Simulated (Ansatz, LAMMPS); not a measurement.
# Glassy 48SiO2-24B2O3-14Na2O-14MgO (mol %) (97 atoms): geometry optimisation, part 2 of 3

Aim: bring glassy 48SiO2-24B2O3-14Na2O-14MgO (mol %) (97 atoms) to a nearby minimum of the energy and see what moves.

Ansatz 0.2.0; Kohn-Sham DFT, PBE, PAW (set soft_2), plane waves.

The cell: 14 Si, 14 B, 8 Na, 4 Mg and 57 O. The quench rate of 50 K/ps far exceeds what a furnace or splat quench reaches. The starting topology of bonds comes from the classical model. Sampling is at Γ alone, for a cell whose shortest periodic width is 11 Å.

So far. Step 3 (Single point at the start): The r.m.s. force component of 1.1 eV/Å and the pressure of -0.56 GPa set the starting point.

## (4) Relaxation

The atoms are relaxed in the fixed cell, aiming at the force tolerance of the input.

input.yaml

```yaml
crystal:
  lattice:
    - [10.60201, 0.0, 0.0]
    - [0.0, 10.60201, 0.0]
    - [0.0, 0.0, 10.60201]
  atoms:
    [... the 97 atom lines of step 3 ...]
kpoints:
  mp_grid: { grid: [1, 1, 1] }
hamiltonian:
  xc: pbe
scf:
  occupations: { method: gaussian, width: 0.025 }
output:
  forces: true
relax:
  f_tol: 0.05
  max_steps: 200
```

The run is started by

```sh
ansatz run input.yaml --threads 4 --pin off --max-ram 8192MiB --backend cpu --events-out ev --progress --plain --runs-dir out
```

Numbers of over 12 decimals in the logs are rounded to 6 here.

Log:

```text
[...]
Crystal: 97 atoms, lattice volume = 1191.694 Å³
Basis set: ecut = 420 eV, 23127 PW (Γ), exchange–correlation on 144×144×144 points (8 copies of the dense FFT grid, shifted against one another)
Bands: 373, of which v1, the nominal top of the filled ones, is band 276 counted from 1 (275 counted from 0)
Symmetry: 1 space group operations
[...]
k-points: 1
[...]
SCF iter   1: F=—  HF=-63102.388549 eV  |F-HF|=—  |Δ(HF+E_count)|=         —  Δρ=3.20e-3  dr2=1.71e-1  ethr=1.77e-3  ⟨swp⟩=6.0  Hψ=1603  notcnv=0  defer=57
[...]
SCF iter   6: F=-63102.361809 eV  HF=-63102.361804 eV  |F-HF|=4.76e-6  |Δ(HF+E_count)|=   2.60e-5  Δρ=5.05e-5  dr2=3.31e-5  ethr=1.13e-8  ⟨swp⟩=3.0  Hψ=1448  notcnv=0
SCF 1 converged in 6 iterations: F = -63102.361809 eV  dr2 = 3.31e-5
[...]
relax step   1: F+E_penalty+E_count = -63102.36180885 eV  Δ(F+E_penalty+E_count) = +0.000e0 eV  max|allowed force component| = 5.117e0 eV/Å  Δτ_max = 0.0000 Å  (6 SCF iters, dr2 threshold 6.25e-5 eV, accepted)
[...]
relax step   2: F+E_penalty+E_count = -63106.52587673 eV  Δ(F+E_penalty+E_count) = -4.164e0 eV  max|allowed force component| = 3.491e0 eV/Å  Δτ_max = 0.1968 Å  (7 SCF iters, dr2 threshold 1.00e-4 eV, accepted)
[...]
relax step   3: F+E_penalty+E_count = -63108.68295643 eV  Δ(F+E_penalty+E_count) = -2.157e0 eV  max|allowed force component| = 8.671e-1 eV/Å  Δτ_max = 0.1976 Å  (7 SCF iters, dr2 threshold 1.00e-4 eV, accepted)
relax step   4: F+E_penalty+E_count = -63109.16901210 eV  Δ(F+E_penalty+E_count) = -4.861e-1 eV  max|allowed force component| = 7.432e-1 eV/Å  Δτ_max = 0.1942 Å  (7 SCF iters, dr2 threshold 4.70e-5 eV, accepted)
relax step   5: F+E_penalty+E_count = -63109.45328585 eV  Δ(F+E_penalty+E_count) = -2.843e-1 eV  max|allowed force component| = 5.189e-1 eV/Å  Δτ_max = 0.1779 Å  (7 SCF iters, dr2 threshold 3.45e-5 eV, accepted)
relax step   6: F+E_penalty+E_count = -63109.61844706 eV  Δ(F+E_penalty+E_count) = -1.652e-1 eV  max|allowed force component| = 3.848e-1 eV/Å  Δτ_max = 0.1603 Å  (6 SCF iters, dr2 threshold 1.00e-4 eV, accepted)
relax step   7: F+E_penalty+E_count = -63109.76667787 eV  Δ(F+E_penalty+E_count) = -1.482e-1 eV  max|allowed force component| = 3.096e-1 eV/Å  Δτ_max = 0.1951 Å  (6 SCF iters, dr2 threshold 7.22e-5 eV, accepted)
relax step   8: F+E_penalty+E_count = -63109.86081365 eV  Δ(F+E_penalty+E_count) = -9.414e-2 eV  max|allowed force component| = 4.163e-1 eV/Å  Δτ_max = 0.1950 Å  (6 SCF iters, dr2 threshold 5.27e-5 eV, accepted)
relax step   9: F+E_penalty+E_count = -63109.95449223 eV  Δ(F+E_penalty+E_count) = -9.368e-2 eV  max|allowed force component| = 4.278e-1 eV/Å  Δτ_max = 0.0935 Å  (6 SCF iters, dr2 threshold 1.00e-4 eV, accepted)
relax step  10: F+E_penalty+E_count = -63110.06831096 eV  Δ(F+E_penalty+E_count) = -1.138e-1 eV  max|allowed force component| = 4.493e-1 eV/Å  Δτ_max = 0.1389 Å  (6 SCF iters, dr2 threshold 1.00e-4 eV, accepted)
relax step  11: F+E_penalty+E_count = -63110.14350964 eV  Δ(F+E_penalty+E_count) = -7.520e-2 eV  max|allowed force component| = 4.265e-1 eV/Å  Δτ_max = 0.1102 Å  (6 SCF iters, dr2 threshold 1.00e-4 eV, accepted)
relax step  12: F+E_penalty+E_count = -63110.29738284 eV  Δ(F+E_penalty+E_count) = -1.539e-1 eV  max|allowed force component| = 2.034e-1 eV/Å  Δτ_max = 0.2000 Å  (6 SCF iters, dr2 threshold 1.00e-4 eV, accepted)
relax step  13: F+E_penalty+E_count = -63110.34743676 eV  Δ(F+E_penalty+E_count) = -5.005e-2 eV  max|allowed force component| = 5.780e-1 eV/Å  Δτ_max = 0.1930 Å  (7 SCF iters, dr2 threshold 9.41e-6 eV, accepted)
relax step  14: F+E_penalty+E_count = -63110.33090132 eV  Δ(F+E_penalty+E_count) = +1.654e-2 eV  max|allowed force component| = 8.284e-1 eV/Å  Δτ_max = 0.2000 Å  (7 SCF iters, dr2 threshold 7.60e-5 eV, rejected (line search))
relax step  15: F+E_penalty+E_count = -63110.42837802 eV  Δ(F+E_penalty+E_count) = -8.094e-2 eV  max|allowed force component| = 1.405e-1 eV/Å  Δτ_max = 0.0973 Å  (9 SCF iters, accepted)
relax step  16: F+E_penalty+E_count = -63110.44727534 eV  Δ(F+E_penalty+E_count) = -1.890e-2 eV  max|allowed force component| = 1.613e-1 eV/Å  Δτ_max = 0.0978 Å  (9 SCF iters, accepted)
relax step  17: F+E_penalty+E_count = -63110.47188387 eV  Δ(F+E_penalty+E_count) = -2.461e-2 eV  max|allowed force component| = 1.462e-1 eV/Å  Δτ_max = 0.1472 Å  (9 SCF iters, accepted)
relax step  18: F+E_penalty+E_count = -63110.48580108 eV  Δ(F+E_penalty+E_count) = -1.392e-2 eV  max|allowed force component| = 2.146e-1 eV/Å  Δτ_max = 0.1995 Å  (7 SCF iters, dr2 threshold 1.76e-5 eV, accepted)
relax step  19: F+E_penalty+E_count = -63110.50818309 eV  Δ(F+E_penalty+E_count) = -2.238e-2 eV  max|allowed force component| = 1.352e-1 eV/Å  Δτ_max = 0.0588 Å  (5 SCF iters, dr2 threshold 3.78e-5 eV, accepted)
relax step  20: F+E_penalty+E_count = -63110.54093220 eV  Δ(F+E_penalty+E_count) = -3.275e-2 eV  max|allowed force component| = 1.940e-1 eV/Å  Δτ_max = 0.2000 Å  (7 SCF iters, dr2 threshold 7.25e-6 eV, accepted)
relax step  21: F+E_penalty+E_count = -63110.55445068 eV  Δ(F+E_penalty+E_count) = -1.352e-2 eV  max|allowed force component| = 1.242e-1 eV/Å  Δτ_max = 0.0420 Å  (6 SCF iters, dr2 threshold 1.49e-5 eV, accepted)
relax step  22: F+E_penalty+E_count = -63110.52565544 eV  Δ(F+E_penalty+E_count) = +2.880e-2 eV  max|allowed force component| = 3.615e-1 eV/Å  Δτ_max = 0.2000 Å  (8 SCF iters, dr2 threshold 6.31e-6 eV, rejected (line search))
relax step  23: F+E_penalty+E_count = -63110.57509613 eV  Δ(F+E_penalty+E_count) = -2.065e-2 eV  max|allowed force component| = 6.262e-2 eV/Å  Δτ_max = 0.0978 Å  (9 SCF iters, accepted)
relax step  24: F+E_penalty+E_count = -63110.58131109 eV  Δ(F+E_penalty+E_count) = -6.215e-3 eV  max|allowed force component| = 1.112e-1 eV/Å  Δτ_max = 0.1000 Å  (9 SCF iters, accepted)
relax step  25: F+E_penalty+E_count = -63110.58594083 eV  Δ(F+E_penalty+E_count) = -4.630e-3 eV  max|allowed force component| = 6.418e-2 eV/Å  Δτ_max = 0.0279 Å  (6 SCF iters, dr2 threshold 3.15e-6 eV, accepted)
relax step  26: F+E_penalty+E_count = -63110.58916640 eV  Δ(F+E_penalty+E_count) = -3.226e-3 eV  max|allowed force component| = 8.693e-2 eV/Å  Δτ_max = 0.0324 Å  (8 SCF iters, accepted)
relax step  27: F+E_penalty+E_count = -63110.59437761 eV  Δ(F+E_penalty+E_count) = -5.211e-3 eV  max|allowed force component| = 6.023e-2 eV/Å  Δτ_max = 0.0612 Å  (6 SCF iters, dr2 threshold 2.52e-6 eV, accepted)
relax step  28: F+E_penalty+E_count = -63110.61333407 eV  Δ(F+E_penalty+E_count) = -1.896e-2 eV  max|allowed force component| = 9.478e-2 eV/Å  Δτ_max = 0.1977 Å  (9 SCF iters, accepted)
relax step  29: F+E_penalty+E_count = -63110.64779242 eV  Δ(F+E_penalty+E_count) = -3.446e-2 eV  max|allowed force component| = 1.884e-1 eV/Å  Δτ_max = 0.1944 Å  (7 SCF iters, dr2 threshold 4.31e-6 eV, accepted)
relax step  30: F+E_penalty+E_count = -63110.69908195 eV  Δ(F+E_penalty+E_count) = -5.129e-2 eV  max|allowed force component| = 2.798e-1 eV/Å  Δτ_max = 0.1942 Å  (6 SCF iters, dr2 threshold 3.55e-5 eV, accepted)
relax step  31: F+E_penalty+E_count = -63110.76017630 eV  Δ(F+E_penalty+E_count) = -6.109e-2 eV  max|allowed force component| = 2.902e-1 eV/Å  Δτ_max = 0.1945 Å  (5 SCF iters, dr2 threshold 7.83e-5 eV, accepted)
relax step  32: F+E_penalty+E_count = -63110.82739380 eV  Δ(F+E_penalty+E_count) = -6.722e-2 eV  max|allowed force component| = 1.145e-1 eV/Å  Δτ_max = 0.1954 Å  (6 SCF iters, dr2 threshold 8.42e-5 eV, accepted)
relax step  33: F+E_penalty+E_count = -63110.86945958 eV  Δ(F+E_penalty+E_count) = -4.207e-2 eV  max|allowed force component| = 1.540e-1 eV/Å  Δτ_max = 0.1947 Å  (9 SCF iters, accepted)
relax step  34: F+E_penalty+E_count = -63110.89768831 eV  Δ(F+E_penalty+E_count) = -2.823e-2 eV  max|allowed force component| = 1.766e-1 eV/Å  Δτ_max = 0.2000 Å  (8 SCF iters, dr2 threshold 3.69e-6 eV, accepted)
relax step  35: F+E_penalty+E_count = -63110.90308607 eV  Δ(F+E_penalty+E_count) = -5.398e-3 eV  max|allowed force component| = 1.639e-1 eV/Å  Δτ_max = 0.0773 Å  (6 SCF iters, dr2 threshold 3.12e-5 eV, accepted)
relax step  36: F+E_penalty+E_count = -63110.91307782 eV  Δ(F+E_penalty+E_count) = -9.992e-3 eV  max|allowed force component| = 6.367e-2 eV/Å  Δτ_max = 0.0376 Å  (5 SCF iters, dr2 threshold 2.32e-5 eV, accepted)
relax step  37: F+E_penalty+E_count = -63110.90012918 eV  Δ(F+E_penalty+E_count) = +1.295e-2 eV  max|allowed force component| = 1.323e-1 eV/Å  Δτ_max = 0.1775 Å  (9 SCF iters, rejected (line search))
[...]
relax step  38: F+E_penalty+E_count = -63110.91886555 eV  Δ(F+E_penalty+E_count) = -5.788e-3 eV  max|allowed force component| = 4.873e-2 eV/Å  Δτ_max = 0.0698 Å  (9 SCF iters, accepted)
SCF converged after 9 iterations
Free energy (F): -63110.918866 eV
[...]
Internal energy: -63110.918866 eV  (E = F + TS)
E sigma→0 (E₀):  -63110.918866 eV
Fermi energy:    5.519166 eV
[...]
--- Forces (eV/Å), atoms counted from 1 ---
  atom   1  Si    -0.00155334     0.00530635    -0.02230400
  atom   2  Si    -0.02619390    -0.00511848     0.00044907
  atom   3  Si    -0.00109895    -0.00394315    -0.00192134
  atom   4  Si     0.01132418    -0.01950778    -0.00623763
  atom   5  Si     0.00118113    -0.00829100    -0.00850352
  atom   6  Si     0.01911005     0.00883966     0.01191885
  atom   7  Si     0.00685618    -0.01024234     0.00589061
  atom   8  Si    -0.03467129    -0.02733672    -0.02497977
  atom   9  Si    -0.01621940    -0.01323602     0.00014599
  atom  10  Si    -0.04400960    -0.00544048     0.02444325
  atom  11  Si    -0.00125209    -0.00014005    -0.00107810
  atom  12  Si    -0.01337833     0.01067166     0.01526829
  atom  13  Si    -0.00761041    -0.01640174     0.01582670
  atom  14  Si    -0.00378996     0.01001872     0.00303442
[...]
atom  96  O      0.02003431     0.01175828    -0.00470755
  atom  97  O     -0.01480747     0.00727335    -0.00336420
  max |Σ_I F_I| component: 6.07e-5 eV/Å
--- Relaxed structure (38 steps of the walk, 35 accepted, 0 SCFs on fresh bases) ---
  F+E_penalty+E_count = -63110.91886555 eV   max|allowed force component| = 4.873e-2 eV/Å
  atoms:
    - { symbol: Si, position: [0.031134, 0.759732, 0.482022] }
    - { symbol: Si, position: [0.547786, 0.837471, 0.853867] }
    - { symbol: Si, position: [0.690619, 0.457083, 0.516460] }
    - { symbol: Si, position: [0.176439, 0.123568, 0.878878] }
[...]
- { symbol: O, position: [0.272289, 0.132473, 0.763909] }
```

Run time: 5.8 min. Hardware: 4 threads of Arm Neoverse V2, shared host; peak memory 1.5 GiB; 22 min of CPU time.

The steps of the relaxation (22 of 38):

```tsv
step	energy less that of the first step (eV)	largest force component (eV/Å)
1	0.0000	5.1167
3	-6.3211	0.8671
5	-7.0915	0.5189
6	-7.2566	0.3848
8	-7.4990	0.4163
10	-7.7065	0.4493
12	-7.9356	0.2034
13	-7.9856	0.5780
15	-8.0666	0.1405
17	-8.1101	0.1462
19	-8.1464	0.1352
20	-8.1791	0.1940
22	-8.1638	0.3615
24	-8.2195	0.1112
26	-8.2274	0.0869
27	-8.2326	0.0602
29	-8.2860	0.1884
31	-8.3984	0.2902
33	-8.5077	0.1540
34	-8.5359	0.1766
36	-8.5513	0.0637
38	-8.5571	0.0487
```

Relaxation steps 14, 22, 37 were tried and not accepted.

The atoms that moved most (Å):

```tsv
atom	dx	dy	dz	length
Na35	0.503	1.027	0.459	1.232
Mg37	-0.562	0.997	0.215	1.164
O97	-0.843	0.430	-0.584	1.113
O42	0.895	-0.262	0.340	0.992
O76	0.105	-0.874	0.440	0.984
O47	0.335	0.649	0.532	0.904
O89	-0.781	-0.429	0.051	0.892
Na33	0.372	-0.280	0.716	0.855
```

The relaxation changed the energy by -88.2 meV/atom, and atoms moved by 0.46 Å r.m.s., 1.2 Å at most.

## (5) Distances and neighbours after relaxation

Bonds before and after, by the cutoffs listed below:

```tsv
pair	bonds before	bonds after	mean before (Å)	mean after (Å)	spread before (Å)	spread after (Å)
O-B	49	49	1.442	1.446	0.041	0.073
O-Si	56	56	1.636	1.642	0.035	0.033
O-Mg	18	19	2.133	2.083	0.178	0.128
```

Density 2.42 g/cm³, 12.29 Å³ an atom.

Pair distribution functions g(r), in bins of 0.2 Å:

```tsv
r (Å)	total	O-O	O-B	O-Si	O-Na	O-Mg	B-B
1.30	0.92	0.00	5.40	0.00	0.00	0.00	0.00
1.50	1.67	0.00	8.41	1.44	0.00	0.00	0.00
1.70	1.89	0.00	0.23	10.95	0.00	0.00	0.00
1.90	0.19	0.00	0.00	0.00	0.00	3.85	0.00
2.10	0.18	0.00	0.00	0.00	0.00	3.73	0.00
2.30	0.89	1.25	0.12	0.11	3.33	1.61	0.97
2.50	1.21	2.66	0.00	0.00	2.02	0.64	1.46
2.70	1.28	2.76	0.08	0.00	0.72	0.00	3.31
2.90	0.85	0.76	0.21	0.21	0.75	0.47	0.60
3.10	0.86	0.67	0.98	0.79	0.42	0.43	0.00
3.30	1.04	0.78	1.42	1.14	0.68	1.53	0.00
3.50	0.88	0.52	1.50	1.21	0.42	1.17	0.00
3.70	1.00	0.56	1.81	1.04	1.22	1.03	1.07
3.90	1.19	0.87	1.52	1.87	1.02	0.97	0.94
4.10	0.98	0.74	0.95	1.46	1.24	1.73	0.59
4.30	1.00	1.13	0.52	1.20	1.18	1.00	1.04
4.50	0.99	1.14	0.65	0.77	1.39	1.66	1.19
4.70	1.13	1.52	0.89	0.85	0.91	0.58	1.32
4.90	1.07	1.31	0.82	0.89	1.17	0.87	0.61
5.10	0.96	1.04	0.98	0.76	0.68	1.12	1.67
```

Bonds by pair of elements; cutoffs follow the first minimum of g(r), held within bounds set by covalent radii, and pairs that aren't listed don't count as bonded:

```tsv
pair A-B	cutoff (Å)	bonds	mean length (Å)	spread (Å)	shortest (Å)	B about A	A about B
O-B	1.83	49	1.45	0.073	1.32	0.86	3.5
O-Si	2.08	56	1.64	0.033	1.58	0.982	4
O-Na	2.73	32	2.41	0.124	2.22	0.561	4
O-Mg	2.43	19	2.08	0.128	1.90	0.333	4.75
```

The cutoff for O-Na falls short of the minimum of g(r), so counts run low and odd coordinations can be artefacts.

How many atoms have how many bonded neighbours:

```tsv
element	mean	2	3	4	5
B	3.5	0	7	7	0
Mg	4.75	0	0	1	3
Na	4	0	2	4	2
O	2.74	22	28	7	0
Si	4	0	0	14	0
```

Bond angles (no mean is given where the spread exceeds 20°):

```tsv
angle	count	mean (°)	spread (°)
O-Si-O	84	109	6.7
O-B-O	63	113	6.6
O-Na-O	50	-	-
O-Mg-O	36	-	-
B-O-Na	28	108	17.7
```

Oxygen atoms by the number of network formers (Si, P, Ge, B, Al, As, Ga) bound to them:

```tsv
network formers bound to O	O atoms	per cent
0	0	0
1	9	15.8
2	48	84.2
```

Network units: each former by its oxygen neighbours and how many of them bridge to another former:

```tsv
former	O neighbours	bridging O	atoms
Si	4	2	1
Si	4	3	4
Si	4	4	9
B	3	2	1
B	3	3	6
B	4	3	2
B	4	4	5
```

Bond length by coordination (bonds to H left out):

```tsv
element	coordination	atoms	mean bond length (Å)
B	3	7	1.38
B	4	7	1.50
Mg	4	1	2.03
Mg	5	3	2.10
Na	3	2	2.31
Na	4	4	2.41
Na	5	2	2.47
O	2	22	1.56
O	3	28	1.85
O	4	7	1.99
```

Rings of the network by King's shortest-path rule, up to 12 atoms, one path for each pair of neighbours; H, halogens, alkali and alkaline-earth atoms are left out, and the last column divides by all other atoms, bonded or not:

```tsv
ring size (atoms)	rings	per network atom
6	1	0.012
8	2	0.024
10	6	0.071
12	8	0.094
```

For some of the pairs, g(r) has its first main peak near 1.4 Å (O-B), 1.6 Å (O-Si), 2.4 Å (O-Na) and 2.0 Å (O-Mg). The O-Si-O angle averages 109° with a spread of 7°. 84 % of the oxygens bridge two formers (Si and B) and 16 % are non-bridging. The commonest B unit has 3 oxygens, 3 of them shared with other formers (6 of 14 atoms). Rings of 12 atoms are the most common (47 % of those counted); sizes run from 6 to 12, where the search stops.

[end of part 2 of 3]

[Logs are printed without paths, hosts, clocks, repeated set-up lines and the standing remarks that a program may print on its own settings, such as how far it seeks lower states.]

[Hosts, paths, dates, database ids (printed as entryN), source tags and the programs' standing remarks are cut or masked in the printed files.]
